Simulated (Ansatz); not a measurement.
# Decaying states in the gap of CdH2SeO, part 2 of 2

Aim: relax a made-up compound, CdH2SeO, and see how good a tunnel barrier it would be. It is built by putting Se for part of the O in the CdH2O2 structure of space group P1, with the volume rescaled by atomic radii. The parent structure comes from the Materials Project.

Ansatz 0.2.0; PBEsol DFT, plane waves, PAW files (the session's first sound run).

So far, gap on path (eV): step 3 (band edges, PBEsol) 1.21; step 5 (r2SCAN, cutoff 500 eV) 1.74.

The structure was built from a prototype and need not be the compound's stable phase.

### 6. Complex bands at another level, cutoff 500 eV

This step: r2SCAN DFT, plane waves, PAW files; complex bands by layer matching along the plane's normal (Ansatz 0.2.0).

The complex bands at that level, over its own gap, at (0, 0) and (0.5, 0).

input.yaml

```yaml
crystal:
  lattice:
    - [5.870528125, 0.0, 0.0]
    - [-2.743299787, 6.500899022, 0.0]
    - [-0.291659679, -0.515557344, 4.102478629]
  atoms:
    - { symbol: Cd, position: [0.2049600923, 0.3373350732, 0.1013097517] }
    - { symbol: Cd, position: [0.8031178232, 0.6717387393, 0.6969925963] }
    - { symbol: H, position: [0.6380994272, 0.0582871629, 0.9035521316] }
    - { symbol: H, position: [0.2915441387, 0.9698209003, 0.1892660838] }
    - { symbol: H, position: [0.3287506823, 0.5801155136, 0.6424576097] }
    - { symbol: H, position: [0.5377538, 0.1526049487, 0.3560232415] }
    - { symbol: Se, position: [0.8310795247, 0.0584245902, 0.6862145768] }
    - { symbol: O, position: [0.40592349, 0.1178443399, 0.1716365084] }
    - { symbol: O, position: [0.3988328717, 0.4741798411, 0.6493660537] }
    - { symbol: Se, position: [0.0518181499, 0.6438938908, 0.2139914463] }
kpoints:
  mp_grid: { grid: [4, 4, 6] }
scf:
  occupations: { method: fixed }
hamiltonian:
  xc: r2scan
output:
  eigenvalues: true
  transmission:
    leads: [[0, 0]]
    kpoints: [[0.0, 0.0], [0.5, 0.0]]
    e_range: [-1.0, 2.74]
    de: 0.07
```

Launch:

```
> ansatz run input.yaml --threads 2 --pin off --max-ram 4096MiB --backend cpu --events-out ev --progress --plain --runs-dir out
```

Run time: 79 s. Hardware: 2 threads of Intel Xeon 6975P-C (Granite Rapids), shared host; peak memory 1.8 GiB; 2.6 min of CPU time.

Numbers from this step:

```yaml
level_to_which_the_leads_are_filled: 0.8678 eV from the Fermi level
decay_constant_at_the_filling_level_zone_centre: 0.1513 Å⁻¹
decay_constant_at_the_filling_level_slowest_listed_point: 0.1513 Å⁻¹
```

K parallel (0, 0); values up to 1.5 1/Å, a degenerate pair printed once or twice; energies at which all values exceed this have no row. The Im kz of the slowest decaying states by energy, zero at the highest filled level on the SCF mesh:

```
energy (eV)  decay 1 (Å⁻¹)  decay 2 (Å⁻¹)  decay 3 (Å⁻¹)  decay 4 (Å⁻¹)
    -1.0000         0.0430          0.229          0.313          0.764
    -0.7200          0.238          0.314          0.806          0.976
    -0.5100          0.161          0.412          0.524          0.795
    -0.2300          0.220          0.258          0.779          0.884
    -0.0200          0.253          0.356          0.839          0.862
     0.2600          0.108          0.281          0.429          0.837
     0.4700          0.134          0.294          0.469          0.797
     0.7500          0.149          0.305          0.516          0.734
     1.0300          0.149          0.310          0.555          0.669
     1.2400          0.139          0.310          0.579          0.625
     1.5200          0.103          0.308          0.577          0.600
     1.7300         0.0176          0.304          0.550          0.610
     2.0100          0.297          0.519          0.616          0.649
     2.2200          0.291          0.500          0.616          0.629
     2.5000          0.280          0.478          0.601          0.612
```

K parallel (0, 0). Re kz of states that move upwards against energy, zero at the highest filled level on the SCF mesh:

```
energy (eV)  channel 1 (Å⁻¹)  channel 2 (Å⁻¹)
      -1.00           -0.563           -0.275
      -0.93           -0.472           -0.244
      -0.79           -0.292           -0.149
      -0.72           -0.244          -0.0796
      -0.58           -0.188                -
      -0.51           -0.619           -0.160
      -0.37           -0.388                -
      -0.30           -0.198                -
      -0.23           -0.137                -
      -0.09          -0.0748                -
      -0.02          -0.0338                -
       0.12                -                -
       0.19                -                -
       0.33                -                -
       0.40                -                -
       0.47                -                -
       0.61                -                -
       0.68                -                -
       0.82                -                -
       0.89                -                -
       1.03                -                -
       1.10                -                -
       1.24                -                -
       1.31                -                -
       1.38                -                -
       1.52                -                -
       1.59                -                -
       1.73                -                -
       1.80           0.0621                -
       1.94            0.115                -
       2.01            0.137                -
       2.08            0.156                -
       2.22            0.192                -
       2.29            0.209                -
       2.43            0.241                -
       2.50            0.257                -
       2.64            0.288                -
       2.71            0.303                -
```

K parallel (0.5, 0); values up to 1.5 1/Å, a degenerate pair printed once or twice; energies at which all values exceed this have no row. Table of Im kz of the slowest decaying states by energy, zero at the highest filled level on the SCF mesh:

```
energy (eV)  decay 1 (Å⁻¹)  decay 2 (Å⁻¹)  decay 3 (Å⁻¹)  decay 4 (Å⁻¹)
      -1.00          0.124          0.185          0.501          0.924
      -0.79          0.109          0.182          0.502          0.908
      -0.65          0.162          0.232          0.539          0.898
      -0.44          0.277          0.306          0.612          0.810
      -0.23          0.164          0.213          0.374          0.385
      -0.09         0.0629          0.336          0.343          0.398
      -0.02         0.0971          0.347          0.367          0.407
       0.12          0.137          0.357          0.412          0.421
       0.33          0.173          0.371          0.434          0.461
       0.47          0.190          0.378          0.439          0.488
       0.68          0.210          0.388          0.443          0.522
       0.82          0.219          0.392          0.444          0.542
       1.03          0.231          0.398          0.441          0.566
       1.24          0.239          0.401          0.436          0.585
       1.38          0.242          0.402          0.430          0.594
       1.59          0.246          0.402          0.420          0.603
       1.80          0.247          0.401          0.406          0.608
       1.94          0.246          0.396          0.399          0.609
       2.15          0.243          0.376          0.395          0.607
       2.36          0.238          0.353          0.389          0.583
       2.50          0.234          0.334          0.384          0.566
       2.71          0.224          0.300          0.374          0.542
```

At the listed wavevectors the last open channel is at -0.02 eV and the next at +1.80 eV on the grid. At +0.89 eV, the grid energy nearest the filling level (the middle of the gap on the SCF mesh), the slowest state at the listed wavevectors decays with κ = 0.151 Å⁻¹, its amplitude falling by e over 6.6 Å; the first such run, plane (100), gave 0.116 Å⁻¹.

### 7. A repeat with changed settings

This step: PBEsol DFT, plane waves, PAW files; complex bands by layer matching along the plane's normal; changed: hamiltonian.hubbard = {"sites": [{"species": "Se", "l": "p", "u_eff": 40.0}]}, scf.max_iter = 50 (Ansatz 0.2.0).

This run repeats an earlier one, its twin (the complex run, plane (100)), with two settings changed (scf.max_iter, hamiltonian.hubbard.sites; files written aside). The setting was drawn as a possible misstep, on purpose. Where the input is shown as a difference, that is against the step before, not the twin.

input.yaml: that of step 6 with these lines changed.

```diff
@@ -20,4 +20,6 @@
   occupations: { method: fixed }
+  max_iter: 50
 hamiltonian:
-  xc: r2scan
+  xc: pbesol
+  hubbard: { sites: [{ species: Se, l: p, u_eff: 40.0 }] }
 output:
@@ -27,3 +29,3 @@
     kpoints: [[0.0, 0.0], [0.5, 0.0]]
-    e_range: [-1.0, 2.74]
-    de: 0.07
+    e_range: [-1.0, 2.21]
+    de: 0.06
```

Wall time 69 s (2 threads); peak memory 1.6 GiB; 2.3 min of CPU time.

Residual by cycle:

cycle, log10 residual and a bar from the least value:
```
        1        1.1 ##############################
        2        0.6 ############################
        3        0.6 ############################
        4       -0.6 ########################
        5       -1.3 ######################
        6       -1.8 ####################
        7       -3.0 ################
        8       -4.1 ############
        9       -5.3 ########
       10       -6.0 #####
       11       -6.8 ##
       12       -7.5
```

The run finished. A setting was moved off its sound value on purpose, so it serves as a test and not as the result.

The fault put into the input: an enormous or negative U (hamiltonian.hubbard).

The two runs compared:

```
                                                       quantity  this run  sound run  difference
                                              Fermi energy (eV)    2.0016     5.3100       -3.31
                                         gap on the k-mesh (eV)    4.3231     1.2060        3.12
  level to which the leads are filled (eV from the Fermi level)    2.1616    0.60301        1.56
         decay constant at the filling level, zone centre (Å⁻¹)   0.47503    0.11606       0.359
decay constant at the filling level, slowest listed point (Å⁻¹)     0.475     0.1161       0.359
```

The two runs differ clearly in the decay constant at the filling level, zone centre: 0.475 Å⁻¹ against 0.116 Å⁻¹.

### 8. Results

```json
{"band gap": "1.21 eV", "least decay constant at mid-gap, normal to (100)": "0.116 Å⁻¹", "least decay constant, r2SCAN": "0.151 Å⁻¹"}
```

In words: With PBEsol, the slowest decay at the wavevectors tried is κ = 0.116 Å⁻¹, normal to (100). Through such a film the transmission near mid-gap falls as exp(−2κd), a factor of ten every 9.9 Å. A free electron under a barrier of half the gap would need a mass of 0.085 mₑ to decay at this rate. With r2SCAN the gap goes from 1.21 to 1.74 eV and the decay constant, over the first 2 listed wavevectors, from 0.116 to 0.151 Å⁻¹. The compound is made up by substitution; its stability against other phases and against distortions of the cell's symmetry was not tested. A semilocal functional narrows gaps, so real decay constants are likely larger.

[Logs are printed without paths, hosts, clocks, repeated set-up lines and the standing remarks that a program may print on its own settings, such as how far it seeks lower states.]

[Hosts, paths, dates, database ids (printed as entryN), source tags and the programs' standing remarks are cut or masked in the printed files.]
